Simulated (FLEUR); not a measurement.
# Fixed-spin-moment curve of AlNi3 with FLEUR, part 2 of 2

Aim: the energy of AlNi3 as a function of its total spin moment.

FLEUR MaX-R8.1; PBE; all-electron FLAPW, Dirac cores, scalar-relativistic bands.

So far, magnetization (μB): step 2 (unconstrained state) 0.690.

### 4. Moment fixed at 0.83 μB

Two Fermi energies hold the total moment; the run starts from the free run's density.

inp.xml

```
<?xml version="1.0" encoding="UTF-8" standalone="no"?>
<fleurInput fleurInputVersion="0.39">
   <comment>
      AlNi3
   </comment>
   <calculationSetup>
      <cutoffs Kmax="4.14" Gmax="12.4" GmaxXC="12.4" numbands="0"/>
      <scfLoop itmax="90" minDistance="0.00002" maxIterBroyd="15" imix="Anderson" alpha="0.05" precondParam="0.0" spinf="2.0" sdNocoIR="T"/>
      <coreElectrons ctail="T" frcor="F" kcrel="0" coretail_lmax="0"/>
      <xcFunctional name="pbe" relativisticCorrections="F"/>
      <magnetism jspins="2" fixed_moment="0.83"/>
      <soc l_soc="F" theta="0.0" phi="0.0" spav="F"/>
      <expertModes spex="0" secvar="F"/>
      <geometryOptimization l_f="F" forcealpha="1.0" forcemix="BFGS" epsdisp="0.00001" epsforce="0.00001"/>
      <ldaU l_linMix="F" mixParam="0.05" spinf="1.0"/>
   </calculationSetup>
   <cell>
      <bzIntegration valenceElectrons="57.0" mode="hist" fermiSmearingEnergy="0.00183747">
         <kPointListSelection listName="default-1"/>
         <xi:include xmlns:xi="http://www.w3.org/2001/XInclude" href="kpts.xml"> </xi:include>
      </bzIntegration>
      <xi:include xmlns:xi="http://www.w3.org/2001/XInclude" href="sym.xml"> </xi:include>
      <bulkLattice scale="1.0">
         <bravaisMatrix>
            <row-1>    6.6576085554405022     0.0000000000000000     0.0000000000000000</row-1>
            <row-2>    0.0000000000000000     6.6576085554405022     0.0000000000000000</row-2>
            <row-3>    0.0000000000000000     0.0000000000000000     6.6576085554405022</row-3>
         </bravaisMatrix>
      </bulkLattice>
   </cell>
   <atomSpecies>
      <species name="Aluminum (Al)" element="Al" atomicNumber="13">
         <mtSphere radius="1.81" gridPoints="599" logIncrement="0.019"/>
         <atomicCutoffs lmax="8" lnonsphr="6"/>
         <electronConfig flipSpins="F">
            <coreConfig>(1s1/2) (2s1/2) (2p1/2) (2p3/2)</coreConfig>
            <valenceConfig>(3s1/2) (3p1/2) (3p3/2)</valenceConfig>
            <stateOccupation state="(3p1/2)" spinUp="0.166667" spinDown="0.166667"/>
            <stateOccupation state="(3p3/2)" spinUp="0.333333" spinDown="0.333333"/>
         </electronConfig>
         <energyParameters s="3" p="3" d="3" f="4"/>
      </species>
      <species name="Nickel (Ni1.001" element="Ni" atomicNumber="28">
         <mtSphere radius="2.29" gridPoints="757" logIncrement="0.016"/>
         <atomicCutoffs lmax="8" lnonsphr="6"/>
         <electronConfig flipSpins="F">
            <coreConfig>(1s1/2) (2s1/2) (2p1/2) (2p3/2)</coreConfig>
            <valenceConfig>(3s1/2) (3p1/2) (3p3/2) (4s1/2) (3d3/2) (3d5/2)</valenceConfig>
            <stateOccupation state="(3d3/2)" spinUp="1.6" spinDown="1.6"/>
            <stateOccupation state="(3d5/2)" spinUp="2.9005" spinDown="1.8995"/>
         </electronConfig>
         <energyParameters s="4" p="4" d="3" f="4"/>
         <lo type="SCLO" l="0" n="3" eDeriv="0"/>
         <lo type="SCLO" l="1" n="3" eDeriv="0"/>
      </species>
   </atomSpecies>
   <atomGroups>
      <atomGroup species="Aluminum (Al)">
         <relPos label="                   1">.0000000000 .0000000000 .0000000000</relPos>
         <force calculate="T" relaxXYZ="TTT"/>
      </atomGroup>
      <atomGroup species="Nickel (Ni1.001">
         <relPos label="                   2">.0000000000 1.000/2.000 1.000/2.000</relPos>
         <relPos label="                   3">1.000/2.000 .0000000000 1.000/2.000</relPos>
         <relPos label="                   4">1.000/2.000 1.000/2.000 .0000000000</relPos>
         <force calculate="T" relaxXYZ="TTT"/>
      </atomGroup>
   </atomGroups>
   <output dos="F" band="F" slice="F">
      <bandDOS minEnergy="-.5*Htr" maxEnergy="0.5*Htr" sigma="0.015" storeEVData="T"/>
      <plotting iplot="0" polar="F">
         <plot TwoD="T" vec1="  1.0  0.0  0.0" vec2="  0.0  1.0  0.0" vec3="  0.0  0.0  1.0" zero="  0.0  0.0  0.0" file="plot"/>
      </plotting>
      <moessbauerParams electricFieldGradient="F" isomerShift="F" coreHyperfine="F" valenceHyperfine="F"/>
   </output>
</fleurInput>
```

Launch:

```
$ OMP_NUM_THREADS=1 mpirun -n 4 fleur_MPI > fleur.log
```

The log of the run:

```text
[banner, memory and clock lines left out]
Welcome to FLEUR        (www.flapw.de)
      MaX-Release 8.1          (www.max-centre.eu)

 ========== k-point set info ==========
 Selected k-point list: default-1
 k-point list type: mesh
 0 x 0 x 0
 Number of k points: 36

 [... set-up left out ...]
 Iteration:     1   Distance:       1.49077202 me/bohr^3
 Iteration:     2   Distance:       1.42509609 me/bohr^3
 Iteration:     3   Distance:       0.55626751 me/bohr^3
 Iteration:     4   Distance:       0.09320966 me/bohr^3
 Iteration:     5   Distance:       0.05311040 me/bohr^3
 Iteration:     6   Distance:       0.01890288 me/bohr^3
 Iteration:     7   Distance:       0.00466918 me/bohr^3
 Iteration:     8   Distance:       0.00401651 me/bohr^3
 Iteration:     9   Distance:       0.00117198 me/bohr^3
 Iteration:    10   Distance:       0.00063718 me/bohr^3
 Iteration:    11   Distance:       0.00016257 me/bohr^3
 Iteration:    12   Distance:       0.00004629 me/bohr^3
 Iteration:    13   Distance:       0.00005172 me/bohr^3
 Iteration:    14   Distance:       0.00001150 me/bohr^3

 ********************************************************************
 Run finished successfully
 Stop message:
   all done
 ********************************************************************

--- out.xml (last complete iteration) ---
<iteration numberForCurrentRun="   14" overallNumber="   38">
         [... left out ...]
         <bandgap value="0.0555953478" units="eV"/>
         <sumValenceSingleParticleEnergies value="-23.4864408582" units="Htr"/>
         <bandgap value="0.0512803660" units="eV"/>
         <sumValenceSingleParticleEnergies value="-46.9739483528" units="Htr"/>
         <FermiEnergy value="0.3621067714" units="Htr"/>
         <FixedTotalMoment fermiEnergyUp="0.3661028645" fermiEnergyDown="0.3621067714" units="Htr"/>
         [... left out ...]
         <magneticMomentsInMTSpheres units="muBohr">
            <globalMagMoment atomType="1" vec="0.00000   0.00000  -0.00645"/>
            <globalMagMoment atomType="2" vec="0.00000   0.00000   0.29668"/>
         </magneticMomentsInMTSpheres>
         [... left out ...]
         <totalEnergy value="    -4805.3838836008" units="Htr">
            <sumOfEigenvalues value="    -2741.2563604071">
               <coreElectrons value="-2694.2824120542"/>
               <valenceElectrons value="-46.9739483528"/>
            </sumOfEigenvalues>
         [... left out ...]
            <freeEnergy value="-4805.3847815711"/>
            <extrapolationTo0K value="-4805.3843325859"/>
         </totalEnergy>
         <densityConvergence units="me/bohr^3">
            <chargeDensity spin="1" distance="0.0000080018"/>
            <chargeDensity spin="2" distance="0.0000054600"/>
            <overallChargeDensity distance="0.0000114992"/>
            <spinDensity distance="0.0000074464"/>
         </densityConvergence>
      </iteration>
```

Run time: 11 s. Hardware: 4 MPI ranks of AMD EPYC 9R45, shared host; peak memory 0.25 GiB.

This step gave:

- magnetization: 0.83 μB

Its energy lies +2.5 meV a cell from the free run's.

### 5. Moment fixed at 0.415 μB

inp.xml: that of step 4 with these lines changed.

```diff
@@ -10,3 +10,3 @@
       <xcFunctional name="pbe" relativisticCorrections="F"/>
-      <magnetism jspins="2" fixed_moment="0.83"/>
+      <magnetism jspins="2" fixed_moment="0.415"/>
       <soc l_soc="F" theta="0.0" phi="0.0" spav="F"/>
```

The log of the run:

```text
[banner, memory and clock lines left out]
Welcome to FLEUR        (www.flapw.de)
      MaX-Release 8.1          (www.max-centre.eu)

 ========== k-point set info ==========
 Selected k-point list: default-1
 k-point list type: mesh
 0 x 0 x 0
 Number of k points: 36

 [... set-up left out ...]
 Iteration:     1   Distance:       3.24618233 me/bohr^3
 Iteration:     2   Distance:       3.11623750 me/bohr^3
 Iteration:     3   Distance:       0.53936030 me/bohr^3
 Iteration:     4   Distance:       0.28261375 me/bohr^3
 Iteration:     5   Distance:       0.21845673 me/bohr^3
[...]
<sumOfEigenvalues value="    -2741.2073209524">
               <coreElectrons value="-2694.2673246313"/>
               <valenceElectrons value="-46.9399963211"/>
            </sumOfEigenvalues>
         [... left out ...]
            <freeEnergy value="-4805.3847110661"/>
            <extrapolationTo0K value="-4805.3840298091"/>
         </totalEnergy>
         <densityConvergence units="me/bohr^3">
            <chargeDensity spin="1" distance="0.0000044331"/>
            <chargeDensity spin="2" distance="0.0000047543"/>
            <overallChargeDensity distance="0.0000076290"/>
            <spinDensity distance="0.0000051293"/>
         </densityConvergence>
      </iteration>
```

Elapsed: 12 s, on 4 MPI ranks; peak memory 0.23 GiB.

Read from the output:

| Property | Result |
| --- | --- |
| magnetization | 0.415 μB |

Its energy lies +4.4 meV a cell from the free run's.

### 6. Moment fixed at 1.245 μB

inp.xml: that of step 5 with these lines changed.

```diff
@@ -10,3 +10,3 @@
       <xcFunctional name="pbe" relativisticCorrections="F"/>
-      <magnetism jspins="2" fixed_moment="0.415"/>
+      <magnetism jspins="2" fixed_moment="1.245"/>
       <soc l_soc="F" theta="0.0" phi="0.0" spav="F"/>
```

The log of the run:

```text
[banner, memory and clock lines left out]
Welcome to FLEUR        (www.flapw.de)
      MaX-Release 8.1          (www.max-centre.eu)

 ========== k-point set info ==========
 Selected k-point list: default-1
 k-point list type: mesh
 0 x 0 x 0
 Number of k points: 36

 [... set-up left out ...]
 Iteration:     1   Distance:       5.58454926 me/bohr^3
 Iteration:     2   Distance:       5.32653514 me/bohr^3
 Iteration:     3   Distance:       2.67413593 me/bohr^3
 Iteration:     4   Distance:       0.28613552 me/bohr^3
 Iteration:     5   Distance:       0.28037504 me/bohr^3
[...]
<sumOfEigenvalues value="    -2741.3655555361">
               <coreElectrons value="-2694.3148966510"/>
               <valenceElectrons value="-47.0506588851"/>
            </sumOfEigenvalues>
         [... left out ...]
            <freeEnergy value="-4805.3821470390"/>
            <extrapolationTo0K value="-4805.3817315161"/>
         </totalEnergy>
         <densityConvergence units="me/bohr^3">
            <chargeDensity spin="1" distance="0.0000034509"/>
            <chargeDensity spin="2" distance="0.0000105988"/>
            <overallChargeDensity distance="0.0000132496"/>
            <spinDensity distance="0.0000085401"/>
         </densityConvergence>
      </iteration>
```

Wall time 12 s (4 MPI ranks); peak memory 0.23 GiB; 47 s of CPU time.

Read from the output:

```yaml
magnetization: 1.245 μB
```

Its energy lies +74.2 meV a cell from the free run's.

### 7. The curve

The other moments were run in the same way.

The energy over the lowest by total spin moment:

```tsv
total spin moment (μB a cell)	energy over the lowest (meV a cell)
0.000	9.95
0.415	4.44
0.690	0
0.830	2.52
1.245	74.2
1.660	232
2.075	442
2.490	708
```

The moment, largest sphere moment by total spin moment:

```tsv
total spin moment (μB a cell)	moment, largest sphere moment (μB)
0.000	0
0.415	0.154
0.690	0.252
0.830	0.297
1.245	0.419
1.660	0.546
2.075	0.668
2.490	0.787
```

### 8. Summary of results

| Quantity | Value |
| --- | --- |
| moment of the free run | 0.690 μB a cell |
| moment of the lowest point | 0.690 μB a cell |
| energy of the spinless run | 9.95 meV a cell over the lowest |

**Reading.** The lowest point lies 9.95 meV a cell under the spinless run, in free energy at a smearing of 0.05 eV. The point at zero is the spinless run. Opposed orders, which also have no total moment, were not run. Core electrons leak out of the spheres (0.029 e), which costs some accuracy.

[Logs and program files are shortened in this print: banners, set-up blocks, solver, clock and traceback lines can be left out without a mark of their own.]

[Logs are printed without paths, hosts, clocks, repeated set-up lines and the standing remarks that a program may print on its own settings, such as how far it seeks lower states.]

[Hosts, paths, dates, database ids (printed as entryN), source tags and the programs' standing remarks are cut or masked in the printed files.]

[Where a cell is said to come from a database of computed structures, the database is the Materials Project.]
